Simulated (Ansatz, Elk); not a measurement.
# V5Ge: X-ray structure factors from the self-consistent density

Structure refinements treat a crystal as free atoms side by side. For a made-up structure of V5Ge (cell and positions from a PBE relaxation) the runs below show what the calculated density changes in F(hkl).

Calculated with Elk 11.2.3 (patched build); DFT, PBE, all-electron APW+lo, Dirac cores, scalar-relativistic bands, static density, no spin.

This account leaves out most program logs.

The structure was built from a prototype and need not be the compound's stable phase.

### Step 1. Starting point

It takes space group R-3m (No. 166, trigonal). Conventional cell: a = 4.780 Å, b = 4.780 Å, c = 12.642 Å, α = 90.00°, β = 90.00°, γ = 120.00°. Nearest to Ge lie 12 V at 2.52 to 2.81 Å. Nearest to V lie 8 V at 2.39 to 2.87 Å and 2 Ge at 2.52 Å. V has 3 Ge at 2.81 Å and 6 V at 2.87 Å nearest. Farther neighbours are not listed.

### Step 2. Ground state and structure factors

An all-electron density is needed, since X-rays see the cores too. Task 0 finds the density and task 195 Fourier-transforms it; tshift is off so that phases refer to the origin typed.

Input file elk.in:

```
tasks
  0
  195

xctype
  20

spinpol
  .false.

rgkmax
  7.0

gmaxvr
  14.0

lmaxo
  7

lmaxapw
  8

swidth
  0.002

tshift
  .false.

ramdisk
  .false.

hmaxvr
  5.5

maxscl
  120

epspot
  1e-06

sppath
  './'

avec
  4.51651820199 2.60761300003 7.96347733327
  -4.51651820199 2.60761300003 7.96347733327
  0.00000000000 -5.21522599913 7.96347733357

atoms
  2
  'Ge.in'
  1
  0.5000000000 0.5000000000 0.5000000000   0.000000 0.000000 0.000000
  'V.in'
  5
  0.5000012173 0.0000000000 0.4999987827   0.000000 0.000000 0.000000
  0.8745223428 0.8745223428 0.8745223428   0.000000 0.000000 0.000000
  -0.0000000000 0.4999987827 0.5000012173   0.000000 0.000000 0.000000
  0.4999987827 0.5000012173 -0.0000000000   0.000000 0.000000 0.000000
  0.1254776572 0.1254776572 0.1254776572   0.000000 0.000000 0.000000

ngridk
  6 6 6
```

Run with:

```bash
$ OMP_NUM_THREADS=4 elk
```

Elapsed: 72 s, on 4 threads of Arm Neoverse V1, shared host; peak memory 0.21 GiB.

SFACRHO.OUT:

```text

h k l indices transformed by vhmat matrix:
   1.000000000       0.000000000       0.000000000    
   0.000000000       1.000000000       0.000000000    
   0.000000000       0.000000000       1.000000000    

      h      k      l  multipl.   |H|            Re(F)            Im(F)           |F|

      0      0      0      1   0.0000000       147.00000      0.28922299E-16   147.00000    
     -1     -1     -1      2  0.78900021       2.8396795     -0.97618281E-13   2.8396795    
      1      0      0      6  0.84514782      -20.527527      -0.0000000       20.527527    
      1      0      1      6  0.96009476       8.5650335     -0.21476022E-13   8.5650335    
     -2     -1     -1      6   1.3235597      -25.223495      0.57167706E-13   25.223495    
     -1      0      1      3   1.3911569       41.788593     -0.53087587E-03   41.788593    
     -1      1      0      3   1.3911569       41.788593      0.53087587E-03   41.788593    
     -1     -2     -2      6   1.5408867      -62.264255     -0.46856775E-13   62.264255    
     -2     -2     -2      2   1.5780004       71.904950      0.97618281E-13   71.904950    
      0     -2     -1      6   1.5993245      -61.730940     -0.45473794E-03   61.730940    
     -1     -2      0      6   1.5993245      -61.730940      0.45473794E-03   61.730940    
     -1      1      1      6   1.6277568       44.024616      0.19523656E-14   44.024616    
      0      2      0      6   1.6902956       68.776980     -0.40999678E-13   68.776980    
      0     -2     -2      6   1.9201895       36.564850      0.49998863E-13   36.564850    
     -2     -2     -3      6   2.0085788      -15.881209      0.13666559E-13   15.881209    
      1      3      1      6   2.0759695      0.19234166      0.81999356E-13  0.19234166    
      2      3      1      6   2.1036641       8.5322424     -0.24571384E-03   8.5322424    
     -3     -1     -2      6   2.1036641       8.5322424      0.24571384E-03   8.5322424
```

Elk indexes on the primitive cell of elk.in and gives |H| = 4π sin θ/λ in inverse bohr. Below, one row stands for each form hkl of the conventional cell (m members, Friedel mates merged), F is for one primitive cell and the density is static (no thermal factor). Free-atom factors are Waasmaier and Kirfel's, and R is Σm||F|−|F'||/Σm|F|.

| hkl | m | sin θ/λ (Å⁻¹) | abs F, DFT | neutral atoms | diff. |
| --- | --- | --- | --- | --- | --- |
| 003 | 2 | 0.119 | 2.840 | 2.331 | +0.508 |
| 101 | 6 | 0.127 | 20.527 | 20.451 | +0.076 |
| 012 | 6 | 0.144 | 8.565 | 8.639 | -0.074 |
| 104 | 6 | 0.199 | 25.224 | 25.515 | -0.292 |
| 110 | 6 | 0.209 | 41.789 | 41.939 | -0.151 |
| 015 | 6 | 0.232 | 62.264 | 62.754 | -0.490 |
| 006 | 2 | 0.237 | 71.905 | 72.346 | -0.441 |
| 113 | 12 | 0.240 | 61.731 | 62.348 | -0.617 |
| 021 | 6 | 0.245 | 44.025 | 44.902 | -0.877 |
| 202 | 6 | 0.254 | 68.777 | 69.493 | -0.716 |
| 024 | 6 | 0.289 | 36.565 | 36.855 | -0.291 |
| 107 | 6 | 0.302 | 15.881 | 15.889 | -0.008 |
| 205 | 6 | 0.312 | 0.192 | 0.243 | -0.051 |
| 116 | 12 | 0.316 | 8.532 | 8.536 | -0.004 |
| 211 | 12 | 0.322 | 15.775 | 15.940 | -0.165 |
| 122 | 12 | 0.329 | 7.814 | 7.818 | -0.004 |
| 018 | 6 | 0.339 | 33.622 | 33.901 | -0.280 |
| 009 | 2 | 0.356 | 34.866 | 34.579 | +0.287 |

### Step 3. The highest occupied states alone

An energy window below the Fermi level keeps the highest occupied states, to see at which angles they scatter; shallow core shells can lie inside it and anion s states outside. No new self-consistency is needed.

elk.in: that of step 2 with these lines changed.

```diff
@@ -1,3 +1,2 @@
 tasks
-  0
   195
@@ -40,2 +39,5 @@
 
+wsfac
+  -0.013340 0.654150
+
 sppath
```

Run with:

```bash
$ OMP_NUM_THREADS=4 elk
```

Run time: 11 s. Hardware: 4 threads; peak memory 0.17 GiB; 14 s of CPU time.

States within 10 eV below the Fermi level hold 28.86 electrons; any levels below the window count with the cores, and a count that is not whole means the window cuts a band. Their amplitudes can exceed the total, where window and core parts have opposite phase:

| hkl | sin θ/λ (Å⁻¹) | abs F, window | abs F, all |
| --- | --- | --- | --- |
| 003 | 0.119 | 3.061 | 2.840 |
| 101 | 0.127 | 0.666 | 20.527 |
| 012 | 0.144 | 1.095 | 8.565 |
| 104 | 0.199 | 3.931 | 25.224 |
| 110 | 0.209 | 1.720 | 41.789 |
| 015 | 0.232 | 2.907 | 62.264 |
| 006 | 0.237 | 3.656 | 71.905 |
| 113 | 0.240 | 2.600 | 61.731 |
| 021 | 0.245 | 4.261 | 44.025 |
| 202 | 0.254 | 2.878 | 68.777 |

### Step 4. Another functional

The difference from free atoms is small, so it is set against the change that LDA (Perdew-Wang) makes.

elk.in: that of step 3 with these lines changed.

```diff
@@ -1,2 +1,3 @@
 tasks
+  0
   195
@@ -4,3 +5,3 @@
 xctype
-  20
+  3
 
@@ -39,5 +40,2 @@
 
-wsfac
-  -0.013340 0.654150
-
 sppath
```

Run with:

```bash
$ OMP_NUM_THREADS=4 elk
```

Elapsed: 51 s, on 4 threads; peak memory 0.17 GiB.

Against the first run R = 0.06 %; the largest change is -0.070 at 208.

### Step 5. A coarser k-mesh

About half the k-points along each axis test the sampling.

elk.in: that of step 4 with these lines changed.

```diff
@@ -5,3 +5,3 @@
 xctype
-  3
+  20
 
@@ -62,2 +62,2 @@
 ngridk
-  6 6 6
+  3 3 3
```

Run with:

```bash
$ OMP_NUM_THREADS=4 elk
```

Wall time 24 s (4 threads); peak memory 0.21 GiB; 57 s of CPU time.

Against the first run R = 0.03 %; the largest change is +0.029 at 009.

### Step 6. Settings against the effect

| run | R against the first run (%) | R against neutral atoms, low angle (%) | wall time |
| --- | --- | --- | --- |
| PBE, rgkmax 7 | 0.00 | 0.99 | 72 s |
| LDA (Perdew-Wang) | 0.06 | 0.99 | 51 s |
| k-mesh 3×3×3 | 0.03 | 0.99 | 24 s |

### Step 7. What came out

| Quantity | Value |
| --- | --- |
| R against neutral atoms, sin θ/λ < 0.3 Å⁻¹ | 0.99 % |
| R against neutral atoms, 0.3 to 0.79 Å⁻¹ | 0.31 % |

What this shows: Independent neutral atoms miss the calculated amplitudes by R = 0.99 % below 0.3 Å⁻¹ and 0.31 % from there to 0.79 Å⁻¹; by shells, 1.06 % below 0.15 Å⁻¹ (3 forms), 0.99 % 0.15 to 0.3 (8 forms), 0.39 % 0.3 to 0.45 (24 forms), 0.29 % above 0.45 (114 forms). Bonding, aspherical density and the tables' own atoms all enter these figures, and the runs don't part them. The largest change of an amplitude is -0.88 electrons, at 021. Weak lines can change much in proportion: 003 goes from 2.33 to 2.84. The window's part falls from 28.9 electrons at the origin to at most 0.98 between 0.45 and 0.79 Å⁻¹, where compact states inside the window still scatter. Below 0.3 Å⁻¹ the changes that finished (LDA (Perdew-Wang) and k-mesh 3×3×3) move F by R = 0.02 % at most, against the 0.99 % that separates it from free atoms. The basis has no finished test. These runs have no spin, though d or f shells may be open. Part of the difference isn't bonding: the tables are fits to free atoms and ions calculated by other methods than this functional. Thermal motion, anomalous dispersion and extinction are left out.

[Logs are printed without paths, hosts, clocks, repeated set-up lines and the standing remarks that a program may print on its own settings, such as how far it seeks lower states.]

[Hosts, paths, dates, database ids (printed as entryN), source tags and the programs' standing remarks are cut or masked in the printed files.]
